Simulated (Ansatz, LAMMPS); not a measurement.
## Molecular dynamics of amorphous cis-polybutadiene (as short chains C26H42) at 500 K (204 atoms)

Wanted: a short trajectory of amorphous cis-polybutadiene (as short chains C26H42) at 500 K (204 atoms) with its pair distributions.

Main program and level: Ansatz 0.2.0; Kohn-Sham DFT, PBE+D3(BJ), PAW (set soft_2), plane waves.

### 1. The structure

The cell holds 204 atoms: 78 C and 126 H. Its edges and angles: a = 12.968 Å, b = 12.968 Å, c = 12.968 Å, α = 90.0°, β = 90.0°, γ = 90.0°. 3 cis-polybutadiene chains of 6 units with methyl end groups placed at random, at 0.81 g/cm³; overlaps pushed apart, then 20 ps at 800 K with MMFF94 bonds, angles, torsions, charges and radii (Halgren, J. Comput. Chem. 17, 490 (1996)) in harmonic and 12-6 forms. Snapshot after 30 ps at 500 K and fixed volume.

Before any run, some limits are plain. The network of contacts between molecules at the start is that of the classical potential that made the cell. The density was typed from a rule of thumb and may lie off the real one at this temperature. The Brillouin zone is sampled at Γ only, in a cell whose shortest periodic width is 13 Å.

### 2. Single point at the start

A single point comes first, to see the forces before anything moves.

The input, input.yaml:

```yaml
crystal:
  lattice:
    - [12.96832, 0.0, 0.0]
    - [0.0, 12.96832, 0.0]
    - [0.0, 0.0, 12.96832]
  atoms:
    - { symbol: C, position: [0.91355, 0.43965, 0.99474] }
    - { symbol: C, position: [0.00539, 0.38601, 0.03359] }
    - { symbol: C, position: [0.98603, 0.30343, 0.11316] }
    - { symbol: C, position: [0.97072, 0.3241, 0.21267] }
    [... 194 atom lines left out ...]
    - { symbol: H, position: [0.78198, 0.87538, 0.84656] }
    - { symbol: H, position: [0.881, 0.88882, 0.04901] }
    - { symbol: H, position: [0.77036, 0.8391, 0.01146] }
    - { symbol: H, position: [0.8777, 0.69356, 0.0272] }
    - { symbol: H, position: [0.89564, 0.71757, 0.89442] }
    - { symbol: H, position: [0.98638, 0.76193, 0.98894] }
kpoints:
  mp_grid: { grid: [1, 1, 1] }
hamiltonian:
  xc: pbe
  dispersion: d3bj
scf:
  occupations: { method: fixed }
output:
  forces: true
```

Launch:

```sh
ansatz run input.yaml --threads 4 --pin off --max-ram 8192MiB --backend cpu --events-out ev --progress --plain --runs-dir out
```

Elapsed: 17 s, on 4 threads of Arm Neoverse V2, shared host; peak memory 2.4 GiB; 67 s of CPU time.

The run gave:

```yaml
free_energy: -21585.5369 eV
free_energy_per_atom: -105.8115 eV/atom
scf_cycles: 10
r_m_s_force_component: 1.049 eV/Å
longest_force: 4.412 eV/Å
fermi_energy: -1.001 eV
```

The r.m.s. force component of 1.0 eV/Å sets the starting point.

Neighbours are counted within 1.34 Å (H-C), 1.85 Å (C-C).

Length of the force by element and coordination:

| element | coordination | atoms | mean length of the force (eV/Å) | spread | least | most |
| --- | --- | --- | --- | --- | --- | --- |
| C | all | 78 | 2.18 | 0.795 | 0.453 | 4.41 |
| C | 3 | 36 | 2.14 | 0.863 | 0.453 | 4.15 |
| C | 4 | 42 | 2.21 | 0.730 | 0.846 | 4.41 |
| H | all | 126 | 1.25 | 0.679 | 0.198 | 3.21 |

### 3. Dynamics at 500 K

A Langevin thermostat couples each atom to a heat bath, at the price of damped dynamics. The time step is 0.5 fs, short enough for the stretching of bonds to hydrogen.

input.yaml, as its differences from that of step 2:

```diff
@@ -16 +16,8 @@
   forces: true
+md:
+  timestep: 0.5
+  n_steps: 180
+  ensemble: nvt_langevin
+  temperature: 500
+  initial_velocities: maxwell_boltzmann
+  seed: 4985
```

It took 33 min on 4 threads; peak memory 2.4 GiB.

The program notes that it switched symmetry off.

The trajectory, sampled:

| time (fs) | T (K) | potential (meV/atom) |
| --- | --- | --- |
| 0.0 | 498 | 0.0 |
| 6.0 | 488 | 0.6 |
| 12.0 | 476 | 0.3 |
| 18.0 | 468 | 0.3 |
| 24.0 | 455 | 1.8 |
| 30.0 | 495 | -1.3 |
| 36.0 | 471 | 1.4 |
| 42.0 | 546 | -8.8 |
| 48.0 | 506 | -3.4 |
| 54.0 | 495 | -1.6 |
| 60.0 | 509 | -2.1 |
| 66.0 | 530 | -2.6 |
| 72.0 | 522 | -0.3 |
| 78.0 | 537 | -4.6 |
| 84.0 | 444 | 7.2 |
| 90.0 | 536 | -3.1 |

Mean square displacement from the first frame to the last: C 0.15 Å², H 0.42 Å².

The mean square displacement by time lag:

| time lag (fs) | C (Å²) | H (Å²) |
| --- | --- | --- |
| 0.5 | 2.6e-5 | 3.0e-4 |
| 2.0 | 4.1e-4 | 0.00464 |
| 4.0 | 0.00157 | 0.0162 |
| 6.0 | 0.00330 | 0.0302 |
| 7.5 | 0.00488 | 0.0403 |
| 9.5 | 0.00722 | 0.0529 |
| 11.5 | 0.00972 | 0.0658 |
| 13.0 | 0.0117 | 0.0757 |
| 15.0 | 0.0142 | 0.0875 |
| 17.0 | 0.0167 | 0.0953 |
| 19.0 | 0.0192 | 0.0985 |
| 20.5 | 0.0211 | 0.0995 |
| 22.5 | 0.0237 | 0.102 |
| 24.5 | 0.0264 | 0.109 |
| 26.0 | 0.0285 | 0.116 |
| 28.0 | 0.0314 | 0.127 |
| 30.0 | 0.0345 | 0.137 |
| 32.0 | 0.0376 | 0.147 |
| 33.5 | 0.0400 | 0.156 |
| 35.5 | 0.0434 | 0.169 |
| 37.5 | 0.0469 | 0.183 |
| 39.0 | 0.0496 | 0.192 |
| 41.0 | 0.0533 | 0.201 |
| 43.0 | 0.0570 | 0.208 |
| 45.0 | 0.0608 | 0.216 |

The drift taken off is the plain mean over atoms, not the centre of mass, so with hydrogen in the cell the heavy atoms' values at short lags are too large.

Over the second half of 90 fs the temperature averages 492 K with swings of 27 K r.m.s. From first frame to last H has the largest mean square displacement, 0.42 Å² at the end; the farthest move is 1.32 Å. The run spans 0.09 ps, too short for its means to be equilibrium values.

### 4. Distances and neighbours late in the run

The g(r) is a mean over the second half; what follows it is taken at the last frame.

Bonds before and after, by the cutoffs listed below:

| pair | bonds before | bonds after | mean before (Å) | mean after (Å) | spread before (Å) | spread after (Å) |
| --- | --- | --- | --- | --- | --- | --- |
| H-C | 126 | 126 | 1.088 | 1.095 | 0.036 | 0.038 |
| C-C | 75 | 75 | 1.459 | 1.482 | 0.077 | 0.091 |

Density 0.81 g/cm³, 10.69 Å³ an atom.

Mean of 14 frames. Pair distribution functions g(r), in bins of 0.1 Å:

| r (Å) | total | H-H | H-C | C-C |
| --- | --- | --- | --- | --- |
| 0.95 | 0.02 | 0.00 | 0.04 | 0.00 |
| 1.05 | 4.32 | 0.00 | 9.15 | 0.00 |
| 1.15 | 4.20 | 0.00 | 8.90 | 0.00 |
| 1.25 | 0.18 | 0.00 | 0.22 | 0.53 |
| 1.35 | 0.70 | 0.00 | 0.00 | 4.78 |
| 1.45 | 0.77 | 0.02 | 0.00 | 5.21 |
| 1.55 | 1.23 | 0.09 | 0.00 | 8.18 |
| 1.65 | 0.42 | 0.72 | 0.00 | 0.98 |
| 1.75 | 0.71 | 1.85 | 0.00 | 0.00 |
| 1.85 | 0.46 | 1.20 | 0.00 | 0.00 |
| 1.95 | 0.29 | 0.40 | 0.29 | 0.00 |
| 2.05 | 1.16 | 0.39 | 2.15 | 0.00 |
| 2.15 | 2.03 | 0.55 | 3.86 | 0.00 |
| 2.25 | 1.43 | 1.05 | 2.18 | 0.00 |
| 2.35 | 0.79 | 1.38 | 0.50 | 0.18 |
| 2.45 | 0.86 | 1.54 | 0.18 | 1.29 |
| 2.55 | 1.19 | 1.38 | 0.44 | 3.10 |
| 2.65 | 1.02 | 1.09 | 0.77 | 1.65 |
| 2.75 | 0.86 | 0.97 | 1.01 | 0.12 |
| 2.85 | 0.86 | 0.88 | 1.10 | 0.02 |
| 2.95 | 0.88 | 1.11 | 0.91 | 0.19 |
| 3.05 | 1.01 | 1.51 | 0.83 | 0.25 |
| 3.15 | 0.93 | 1.25 | 0.83 | 0.38 |
| 3.25 | 0.80 | 0.84 | 0.91 | 0.32 |
| 3.35 | 0.79 | 0.74 | 0.95 | 0.39 |
| 3.45 | 0.87 | 0.75 | 1.05 | 0.63 |
| 3.55 | 0.86 | 0.80 | 1.00 | 0.57 |
| 3.65 | 0.81 | 0.85 | 0.77 | 0.86 |
| 3.75 | 0.92 | 1.01 | 0.81 | 1.03 |
| 3.85 | 0.98 | 1.08 | 0.93 | 0.86 |
| 3.95 | 0.98 | 1.09 | 0.95 | 0.78 |
| 4.05 | 1.01 | 1.15 | 1.00 | 0.64 |
| 4.15 | 1.02 | 1.09 | 0.97 | 0.98 |
| 4.25 | 1.02 | 1.03 | 1.04 | 0.94 |
| 4.35 | 1.00 | 1.01 | 1.01 | 0.93 |
| 4.45 | 0.99 | 0.96 | 1.00 | 1.00 |
| 4.55 | 0.99 | 0.92 | 1.01 | 1.11 |
| 4.65 | 1.01 | 0.93 | 1.05 | 1.08 |
| 4.75 | 1.02 | 0.93 | 1.05 | 1.18 |
| 4.85 | 1.00 | 0.96 | 1.02 | 1.06 |
| 4.95 | 1.03 | 1.03 | 0.99 | 1.19 |
| 5.05 | 1.02 | 0.93 | 1.04 | 1.20 |
| 5.15 | 1.00 | 0.89 | 1.05 | 1.16 |
| 5.25 | 1.02 | 1.00 | 1.01 | 1.08 |

Bonds by pair of elements; cutoffs follow the first minimum of g(r), held within bounds set by covalent radii, and pairs that aren't listed don't count as bonded:

| pair A-B | cutoff (Å) | bonds | mean length (Å) | spread (Å) | shortest (Å) | B about A | A about B |
| --- | --- | --- | --- | --- | --- | --- | --- |
| H-C | 1.34 | 126 | 1.09 | 0.038 | 1.01 | 1 | 1.61 |
| C-C | 1.85 | 75 | 1.48 | 0.091 | 1.29 | 1.92 | 1.92 |

How many atoms have how many bonded neighbours:

| element | mean | 1 | 3 | 4 |
| --- | --- | --- | --- | --- |
| C | 3.54 | 0 | 36 | 42 |
| H | 1 | 126 | 0 | 0 |

Bond angles, per cent of each kind in bins of 5°:

| angle (°) | C-C-H | C-C-C | H-C-H |
| --- | --- | --- | --- |
| 90–95 | 0.4 | 0.0 | 3.7 |
| 95–100 | 1.3 | 0.0 | 5.6 |
| 100–105 | 10.7 | 2.8 | 33.3 |
| 105–110 | 29.5 | 13.9 | 31.5 |
| 110–115 | 30.8 | 11.1 | 22.2 |
| 115–120 | 19.7 | 20.8 | 3.7 |
| 120–125 | 7.3 | 19.4 | 0.0 |
| 125–130 | 0.4 | 15.3 | 0.0 |
| 130–135 | 0.0 | 11.1 | 0.0 |
| 135–140 | 0.0 | 5.6 | 0.0 |

Bond angles (no mean is given where the spread exceeds 20°):

| angle | count | mean (°) | spread (°) |
| --- | --- | --- | --- |
| C-C-H | 234 | 112 | 5.8 |
| C-C-C | 72 | 120 | 8.9 |
| H-C-H | 54 | 106 | 5.4 |

Bond length by coordination (bonds to H left out):

| element | coordination | atoms | mean bond length (Å) |
| --- | --- | --- | --- |
| C | 3 | 36 | 1.42 |
| C | 4 | 42 | 1.54 |

By these cutoffs 54 % of C atoms have 4 and all H atoms have 1 bonded neighbour. The C-C-H angle averages 112° with a spread of 6°.

### 5. Single point at the last frame

The last frame is solved again with fuller output, to read the electronic structure of a thermally displaced geometry.

The input, input.yaml:

```yaml
crystal:
  lattice:
    - [12.96832, 0.0, 0.0]
    - [0.0, 12.96832, 0.0]
    - [0.0, 0.0, 12.96832]
  atoms:
    - { symbol: C, position: [0.89567, 0.42827, 0.978] }
    - { symbol: C, position: [0.99405, 0.37811, 0.03233] }
    - { symbol: C, position: [0.97115, 0.30049, 0.12054] }
    - { symbol: C, position: [0.95467, 0.33322, 0.21531] }
    [... 194 atom lines left out ...]
    - { symbol: H, position: [0.8033, 0.86817, 0.84298] }
    - { symbol: H, position: [0.94546, 0.86698, 0.02411] }
    - { symbol: H, position: [0.81683, 0.84442, 0.03294] }
    - { symbol: H, position: [0.93589, 0.67065, 0.02393] }
    - { symbol: H, position: [0.83896, 0.66755, 0.93173] }
    - { symbol: H, position: [0.9654, 0.71138, 0.90049] }
kpoints:
  mp_grid: { grid: [1, 1, 1] }
hamiltonian:
  xc: pbe
  dispersion: d3bj
scf:
  occupations: { method: fixed }
output:
  forces: true
  stress: true
  populations: true
  dos:
    method: { smearing: { sigma: 0.08 } }
    de: 0.1
    projected: { site_lists: { C: [C], H: [H] } }
  eigenvalues: true
  write_density: true
  write_potential: true
  volumetric_format: npy
```

Wall time 42 s (4 threads); peak memory 2.7 GiB.

The program notes that the exchange-correlation potential is rough where the density is thin.

Numbers from this run:

```yaml
free_energy: -21586.1775 eV
free_energy_per_atom: -105.8146 eV/atom
scf_cycles: 10
pressure: 0.5839 GPa
r_m_s_force_component: 1.044 eV/Å
longest_force: 5.057 eV/Å
fermi_energy: -1.208 eV
spacing_of_highest_filled_and_lowest_empty_level: 4.124 eV
spilling_of_the_projection: 0.01235
```

Neighbours are counted within 1.34 Å (H-C), 1.85 Å (C-C), the cutoffs taken from the dynamics.

Length of the force by element and coordination:

| element | coordination | atoms | mean length of the force (eV/Å) | spread | least | most |
| --- | --- | --- | --- | --- | --- | --- |
| C | all | 78 | 2.18 | 0.917 | 0.704 | 5.06 |
| C | 3 | 36 | 1.97 | 0.950 | 0.704 | 5.06 |
| C | 4 | 42 | 2.37 | 0.845 | 1.16 | 4.50 |
| H | all | 126 | 1.17 | 0.675 | 0.216 | 3.75 |

Löwdin charges by element and coordination (they lack the spilled electrons, 0.027 e an atom on average):

| element | coordination | atoms | mean charge (e) | spread | least | most |
| --- | --- | --- | --- | --- | --- | --- |
| C | all | 78 | -0.224 | 0.0947 | -0.474 | -0.105 |
| C | 3 | 36 | -0.136 | 0.0128 | -0.159 | -0.105 |
| C | 4 | 42 | -0.299 | 0.0643 | -0.474 | -0.217 |
| H | all | 126 | 0.181 | 0.0171 | 0.133 | 0.225 |

Density of states as counts of states in windows of 1 eV (from the Fermi level), total and the larger projections:

| from (eV) | to (eV) | total | C p | H s | C s |
| --- | --- | --- | --- | --- | --- |
| -14 | -13 | 17.6 | 3.0 | 3.2 | 11.1 |
| -13 | -12 | 16.2 | 3.7 | 2.9 | 9.3 |
| -12 | -11 | 13.2 | 3.9 | 2.4 | 6.8 |
| -11 | -10 | 17.0 | 5.3 | 4.0 | 7.6 |
| -10 | -9 | 25.0 | 8.9 | 6.7 | 8.9 |
| -9 | -8 | 1.8 | 0.9 | 0.5 | 0.4 |
| -8 | -7 | 31.9 | 15.9 | 8.8 | 6.6 |
| -7 | -6 | 29.2 | 20.4 | 6.8 | 1.3 |
| -6 | -5 | 35.8 | 27.0 | 7.6 | 0.6 |
| -5 | -4 | 50.7 | 37.5 | 11.7 | 0.9 |
| -4 | -3 | 52.9 | 38.2 | 13.5 | 0.7 |
| -3 | -2 | 58.7 | 38.8 | 19.0 | 0.6 |
| -2 | -1 | 21.0 | 13.5 | 7.2 | 0.2 |
| -1 | 0 | 32.9 | 29.4 | 3.0 | 0.4 |
| 0 | 1 | 3.1 | 2.7 | 0.3 | 0.0 |
| 1 | 4 | 0.0 | 0.0 | 0.0 | 0.0 |
| 4 | 5 | 34.8 | 23.0 | 5.4 | 2.1 |

The curve was stored every 0.100 eV, coarse against its broadening of 0.08 eV, so these counts are rough.

With fixed occupations the program's Fermi level is the highest filled level; weight inside the gap is the broadening of levels at its edges.

Between -16 and -14 eV lie 31 more states.

The levels nearest the highest filled one (over half full), pooled over k-points and spins:

| level less the highest filled one (eV) | occupation |
| --- | --- |
| -0.172 | 2 |
| -0.156 | 2 |
| -0.108 | 2 |
| -0.0372 | 2 |
| -0.0091 | 2 |
| 0 | 2 |
| 4.12 | 0 |
| 4.24 | 0 |
| 4.31 | 0 |
| 4.33 | 0 |
| 4.39 | 0 |
| 4.45 | 0 |

Mean Löwdin charges: C -0.22, H +0.18 e (they miss 1.2 % of the electrons, so they add up to more than the cell's charge). The largest share in the top eV of filled states is C p (90 % of the projected weight), and in the lowest eV of empty states C p (75 % of the projected weight).

### 6. Results

```json
{
  "mean temperature, second half": "492.2 K",
  "temperature swing, second half": "27.15 K",
  "free energy per atom": "-105.8146 eV/atom",
  "pressure": "0.5839 GPa",
  "r.m.s. force component": "1.044 eV/Å",
  "gap (highest filled to lowest empty level)": "4.124 eV",
  "wall time of the 3 DFT runs": "34 min"
}
```

Over the second half of 90 fs the temperature averages 492 K with swings of 27 K r.m.s. The run spans 0.09 ps, too short for its means to be equilibrium values. Counting bonds as in the table, 54 % of C atoms have 4 and all H atoms have 1 bonded neighbour. The highest filled and lowest empty levels differ by 4.12 eV (at Γ alone); a semilocal functional tends to put such gaps too low. In a disordered cell it changes from sample to sample, and tail or defect levels can set it.

Caveats: The network of contacts between molecules at the start is that of the classical potential that made the cell; DFT moved the atoms only locally, and no bond changed. The pressure of a single frame lacks the kinetic term, about 0.64 GPa here.

[Logs are printed without paths, hosts, clocks, repeated set-up lines and the standing remarks that a program may print on its own settings, such as how far it seeks lower states.]

[Hosts, paths, dates, database ids (printed as entryN), source tags and the programs' standing remarks are cut or masked in the printed files.]

[The MMFF94 radii named for the starting cell were scaled by 0.96; in molecules described by MMFF94, hydrogen bound to N, O or S took a small fixed 12-6 site in their place.]
